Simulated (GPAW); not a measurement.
# Near-edge structure at the Zn K edge of ZnNi3C (Pm-3m)

How does the Zn K edge of ZnNi3C (Pm-3m) move when the bonds are compressed or stretched?

Main program and level: GPAW 26.7.0; X-ray absorption from dipole matrix elements to empty bands, plane-wave PAW LDA.

### 1. Set-up

The structure is cubic, space group Pm-3m (No. 221). Conventional cell: a = 3.766 Å, b = 3.766 Å, c = 3.766 Å, α = 90.00°, β = 90.00°, γ = 90.00°. Zn has 12 Ni at 2.66 Å nearest. Nearest to Ni lie 2 C at 1.88 Å and 8 Ni at 2.66 Å and 4 Zn at 2.66 Å. Nearest to C lie 6 Ni at 1.88 Å. Farther neighbours are not listed.

As a file:

```xyz
5
Lattice="3.7663 0.0000 0.0000 0.0000 3.7663 0.0000 0.0000 0.0000 3.7663" Properties=species:S:1:pos:R:3 pbc="T T T"
Zn    0.0000    0.0000    0.0000
Ni    1.8831    0.0000    1.8831
Ni    1.8831    1.8831    0.0000
Ni    0.0000    1.8831    1.8831
C     1.8831    1.8831    1.8831
```

### 2. Ground state of the crystal

The ground state comes first: it tells whether the system has a gap, which decides how the excited electron is treated.

File scf.py:

```python
import numpy as np
from ase import Atoms
from ase.parallel import parprint, paropen
from gpaw import GPAW, PW, FermiDirac, Mixer, MixerDif, setup_paths
from gpaw.test import gen
setup_paths.insert(0, '.')
gen('Zn', name='nch1s', xcname='LDA', corehole=(1, 0, 0), write_xml=True)
from gpaw.mpi import world
world.barrier()

atoms = Atoms('ZnNi3C',
    cell=[[3.766253, 0, 0],
     [0, 3.766253, 0],
     [0, 0, 3.766253]],
    scaled_positions=[[0, 0, 0],
     [0.5, 0, 0.5],
     [0.5, 0.5, 0],
     [0, 0.5, 0.5],
     [0.5, 0.5, 0.5]],
    magmoms=[0.0, 2.0, 2.0, 2.0, 0.0],
    pbc=True)
atoms.calc = calc = GPAW(legacy_gpaw=True, mode=PW(430), xc='LDA', setups={0: 'nch1s'},
    kpts={'size': (7, 7, 7), 'gamma': True}, occupations=FermiDirac(0.05),
    charge=0, mixer=MixerDif(0.05, 8, 50), maxiter=150,
    convergence={'density': 0.0001}, txt='scf.txt')
energy = atoms.get_potential_energy() + calc.get_reference_energy()
ef = calc.get_fermi_level()
out = dict(energy=energy, fermi=ef, forces=atoms.get_forces().tolist(), magmoms=atoms.get_magnetic_moments().tolist())
parprint(f'all-electron energy {energy:.4f} eV, Fermi level {ef:.4f} eV')
ev = np.array([[calc.get_eigenvalues(k, s) for k in range(len(calc.get_ibz_k_points()))] for s in range(calc.get_number_of_spins())])
out['homo'], out['lumo'], out['counts'] = ev[ev < ef].max(), ev[ev > ef].min(), sorted(set((ev < ef).sum((0, 2)).tolist()))
out['filled'] = (ev[:, 0] < ef).sum(1).tolist()
import json
with paropen('out.json', 'w') as f:
    json.dump(out, f)
```

Run with:

```
$ OMP_NUM_THREADS=1 mpirun -n 2 gpaw python scf.py
```

Numbers of over 12 decimals in the logs are rounded to 6 here.

The program printed:

```text
Input parameters:
  convergence: {density: 0.0001}
  kpts: {gamma: True,
         size: (7, 7, 7)}
  maxiter: 150
  mixer: {backend: pulay,
          beta: 0.05,
          method: difference,
          nmaxold: 8,
          weight: 50}
  mode: {ecut: 430.0,
         name: pw}
  occupations: {fixmagmom: False,
                name: fermi-dirac,
                width: 0.05}
  setups: {0: nch1s}

Initialize ...

[... PAW data sets ...]

Reference energy: -173708.491851  # eV

Spin-polarized calculation.
Initial magnetic moment: 6.000000

[... convergence settings ...]
Symmetries present (total): 48
  [... symmetry matrices ...]

343 k-points: 7 x 7 x 7 Monkhorst-Pack grid
20 k-points in the irreducible part of the Brillouin zone
       k-points in crystal coordinates                weights
   0:     0.00000000    0.00000000    0.00000000          1/343
   1:     0.14285714    0.00000000    0.00000000          6/343
   2:     0.14285714    0.14285714    0.00000000         12/343
   3:     0.14285714    0.14285714    0.14285714          8/343
   4:     0.28571429    0.00000000    0.00000000          6/343
   5:     0.28571429    0.14285714    0.00000000         24/343
   6:     0.28571429    0.14285714    0.14285714         24/343
   7:     0.28571429    0.28571429    0.00000000         12/343
   8:     0.28571429    0.28571429    0.14285714         24/343
   9:     0.28571429    0.28571429    0.28571429          8/343
          ...
  19:     0.42857143    0.42857143    0.42857143          8/343

Wave functions: Plane wave expansion
  Cutoff energy: 430.000 eV
  Number of coefficients (min, max): 1045, 1092
  Pulay-stress correction: 0.000000 eV/Ang^3 (de/decut=0.000000)
  Using FFTW library
  Wavefunction extrapolation:
    Improved wavefunction reuse through dual PAW basis

Occupation numbers: Fermi-Dirac:
  width: 0.0500  # eV

Eigensolver
   Davidson(niter=2)

Densities:
  Coarse grid: 20*20*20 grid
  Fine grid: 40*40*40 grid
  Total Charge: 0.000000

Density mixing:
  Method: difference
  Backend: pulay
  Linear mixing parameter: 0.05
  old densities: 8
  Width of damping distribution: 1.1
  Damping of long wavelength oscillations: 50

[... Hamiltonian set-up ...]
Number of atoms: 5
Number of atomic orbitals: 49
Number of bands in calculation: 46
Number of valence electrons: 64
Bands to converge: occupied

... initialized

Initializing position-dependent things.

Density initialized from atomic densities
Creating initial wave functions:
  46 bands from LCAO basis set

Positions:
   0 Zn     0.000000    0.000000    0.000000    ( 0.0000,  0.0000,  0.0000)
   1 Ni     1.883126    0.000000    1.883126    ( 0.0000,  0.0000,  2.0000)
   2 Ni     1.883126    1.883126    0.000000    ( 0.0000,  0.0000,  2.0000)
   3 Ni     0.000000    1.883126    1.883126    ( 0.0000,  0.0000,  2.0000)
   4 C      1.883126    1.883126    1.883126    ( 0.0000,  0.0000,  0.0000)

Unit cell:
           periodic     x           y           z      points  spacing
  1. axis:    yes    3.766253    0.000000    0.000000    20     0.1883
  2. axis:    yes    0.000000    3.766253    0.000000    20     0.1883
  3. axis:    yes    0.000000    0.000000    3.766253    20     0.1883

  Lengths:   3.766253   3.766253   3.766253
  Angles:   90.000000  90.000000  90.000000

Effective grid spacing dv^(1/3) = 0.1883

iter:   1   -38.227173                   +6.0039
iter:   2   -38.675528   -0.56  -1.37    +3.1677
iter:   3   -37.564392   -0.97  -1.45    +1.2249
iter:   4   -37.683065   -1.95  -1.86    +0.9812
iter:   5   -37.704262   -3.04  -1.91    +0.6758
iter:   6   -37.682126c  -2.47  -1.90    +0.4585
iter:   7   -37.623338   -2.47  -2.10    +0.8272
iter:   8   -37.568415   -2.79  -2.40    -0.8152
iter:   9   -37.592523   -3.46  -2.95    +0.1880
iter:  10   -37.585119c  -3.76  -2.83    +0.0758
iter:  11   -37.586618c  -4.98  -3.38    +0.0393
iter:  12   -37.584817c  -4.56  -3.23    +0.0161
iter:  13   -37.584608c  -4.94  -3.54    -0.0059
iter:  14   -37.584284c  -5.17  -3.97    -0.0044
iter:  15   -37.584267c  -5.56  -4.23c   -0.0029
iter:  16   -37.584246c  -7.37  -4.63c   -0.0024
iter:  17   -37.584236c  -7.24  -5.03c   -0.0003
iter:  18   -37.584236c  -8.32c -5.08c   +0.0002

Converged after 18 iterations.

Dipole moment: (-0.000000, -0.000000, -0.000000) |e|*Ang

Total magnetic moment: (0.000000, 0.000000, 0.000175)
Local magnetic moments:
   0 Zn ( 0.000000,  0.000000, -0.000002)
   1 Ni ( 0.000000,  0.000000,  0.000067)
   2 Ni ( 0.000000,  0.000000,  0.000067)
   3 Ni ( 0.000000,  0.000000,  0.000067)
   4 C  ( 0.000000,  0.000000, -0.000006)

Energy contributions relative to reference atoms: (reference = -173708.491851)

Kinetic:        +23.451381
Potential:      -15.720329
External:        +0.000000
XC:             -45.388454
Entropy (-ST):   -0.032011
Local:           +0.089171
SIC:             +0.000000
--------------------------
Free energy:    -37.600242
Extrapolated:   -37.584236

Spin contamination: 0.000026 electrons
Showing only first 2 kpts
                      Up                     Down
 Kpt  Band  Eigenvalues  Occupancy  Eigenvalues  Occupancy
  0    30      7.16558    1.00000      7.16566    1.00000
  0    31      7.16558    1.00000      7.16566    1.00000
  0    32      7.49357    0.99985      7.49364    0.99985
  0    33     10.73500    0.00000     10.73505    0.00000

  1    30      7.30731    1.00000      7.30738    1.00000
  1    31      7.30731    1.00000      7.30738    1.00000
  1    32      7.41820    0.99997      7.41827    0.99997
  1    33     10.75322    0.00000     10.75326    0.00000

Fermi level: 7.93409

No gap
No difference between direct/indirect transitions

Forces in eV/Ang:
  0 Zn   -0.00000    0.00000    0.00000
  1 Ni    0.00000   -0.00000    0.00000
  2 Ni    0.00000    0.00000    0.00000
  3 Ni   -0.00000    0.00000    0.00000
  4 C     0.00000    0.00000    0.00000
Scalar-relativistic atomic LDA calculation for Zn (Zinc, Z=30)
Core hole in 1s state (1s occupation: 2.0)
600 radial gridpoints.
|------------------------------------------------|
|------------------------------------------------|
[... the atom generator's iteration count ...]

Energy contributions:
-------------------------
Kinetic:    +1820.136505
XC:           -68.759408
Potential:  -3544.299429
-------------------------
Total:      -1792.922333

state      eigenvalue         ekin         rmax
-----------------------------------------------
1s^2.0 :  -349.206168   449.580746        0.033
2s^2.0 :   -42.473795    85.129008        0.190
2p^6.0 :   -36.877768    83.147768        0.152
3s^2.0 :    -4.724967    18.930386        0.589
3p^6.0 :    -3.060180    16.736648        0.592
3d^10.0:    -0.383140    11.061255        0.564
4s^2.0 :    -0.228494     1.468588        2.078
4p^0.0 :    -0.045217     0.573191        3.031
-----------------------------------------------
(units: Bohr and Hartree)

Generating PAW setup
Kinetic energy of the core from tauc = 1724.019189
Cutoffs:
rc(s)=2.430
rc(p)=2.400
rc(d)=2.230
rc(vbar)=2.260
rc(comp)=2.200
rc(nct)=2.430

Kinetic energy of the core states: 1706.586777
Charge: 0.0
Core electrons: 18.0
Valence electrons: 12.0
Pseudo-core charge: 0.107007
Shape function alpha=2.066
Pseudo-electron charge 3.914685
state    eigenvalue         norm
--------------------------------
4s(2) :    -0.228494     1.130383
*s    :     0.771506
4p(0) :    -0.045217     1.008310
*p    :     0.954783
3d(10):    -0.383140     0.154691
*d    :     0.616860
--------------------------------

Diagonalizing with gridspacing h=0.050

state   all-electron     PAW
-------------------------------
4s:      -0.228494    -0.228671
4p:      -0.045217    -0.045275
3d:      -0.383140    -0.383726
*f:                    0.072913
-------------------------------
all-electron energy -173746.0761 eV, Fermi level 7.9341 eV
```

The job ended after 31 s (2 MPI ranks of Arm Neoverse V1, shared host; peak memory 0.27 GiB).

The mesh shows no gap, so the system is treated as a metal and the core electron is put at the Fermi level (neutral cell).

### 3. Supercell without a hole, the energy reference

The photon energy needs a difference of total energies, so the cell and mesh of the coming hole run are first run without a hole.

scf.py, as its differences from that of step 2:

```diff
@@ -10,15 +10,20 @@
 
-atoms = Atoms('ZnNi3C',
-    cell=[[3.766253, 0, 0],
-     [0, 3.766253, 0],
-     [0, 0, 3.766253]],
+atoms = Atoms('Zn2Ni6C2',
+    cell=[[3.766253, 0, 3.766253],
+     [0, 3.766253, 3.766253],
+     [0, -3.766253, 3.766253]],
     scaled_positions=[[0, 0, 0],
+     [0, 0.5, 0.5],
+     [0.5, 0, 0],
+     [0.5, 0.5, 0.5],
      [0.5, 0, 0.5],
      [0.5, 0.5, 0],
-     [0, 0.5, 0.5],
-     [0.5, 0.5, 0.5]],
-    magmoms=[0.0, 2.0, 2.0, 2.0, 0.0],
+     [0, 0.5, 0],
+     [0, 0, 0.5],
+     [0.5, 0.25, 0.75],
+     [0.5, 0.75, 0.25]],
+    magmoms=[0.0, 0.0, 2.0, 2.0, 2.0, 2.0, 2.0, 2.0, 0.0, 0.0],
     pbc=True)
 atoms.calc = calc = GPAW(legacy_gpaw=True, mode=PW(430), xc='LDA', setups={0: 'nch1s'},
-    kpts={'size': (7, 7, 7), 'gamma': True}, occupations=FermiDirac(0.05),
+    kpts={'size': (7, 7, 7), 'gamma': True}, occupations=FermiDirac(0.1),
     charge=0, mixer=MixerDif(0.05, 8, 50), maxiter=150,
```

The program printed:

```text
Input parameters:
  convergence: {density: 0.0001}
  kpts: {gamma: True,
         size: (7, 7, 7)}
  maxiter: 150
  mixer: {backend: pulay,
          beta: 0.05,
          method: difference,
          nmaxold: 8,
          weight: 50}
  mode: {ecut: 430.0,
         name: pw}
  occupations: {fixmagmom: False,
                name: fermi-dirac,
                width: 0.1}
  setups: {0: nch1s}

Initialize ...

[...]
*s    :     0.771506
4p(0) :    -0.045217     1.008310
*p    :     0.954783
3d(10):    -0.383140     0.154691
*d    :     0.616860
--------------------------------

Diagonalizing with gridspacing h=0.050

state   all-electron     PAW
-------------------------------
4s:      -0.228494    -0.228671
4p:      -0.045217    -0.045275
3d:      -0.383140    -0.383726
*f:                    0.072913
-------------------------------
all-electron energy -347492.1627 eV, Fermi level 7.9609 eV
[key lines of the parts left out:]
Converged after 16 iterations.
Dipole moment: (-0.000000, 0.000000, 0.000000) |e|*Ang
Free energy:    -75.300922
Fermi level: 7.96095
```

The job ended after 2.9 min (2 MPI ranks; peak memory 0.48 GiB; 5.8 min of CPU time).

Reference energy: -347492.163 eV with the cores included.

[end of part 1 of 3]

[Banner, clock and machine lines of the logs are left out without a mark of their own.]

[Logs are printed without paths, hosts, clocks, repeated set-up lines and the standing remarks that a program may print on its own settings, such as how far it seeks lower states.]

[Hosts, paths, dates, database ids (printed as entryN), source tags and the programs' standing remarks are cut or masked in the printed files.]

[Lists of maxima count a maximum above −3 eV only where it reaches 4 % of the highest in the window and stands out from its surroundings by 2 % of it (1.5 % where it reaches 55 %); shoulders and weaker maxima are passed over, and of the rest the first, up to two pre-edge ones and the few strongest are named.]
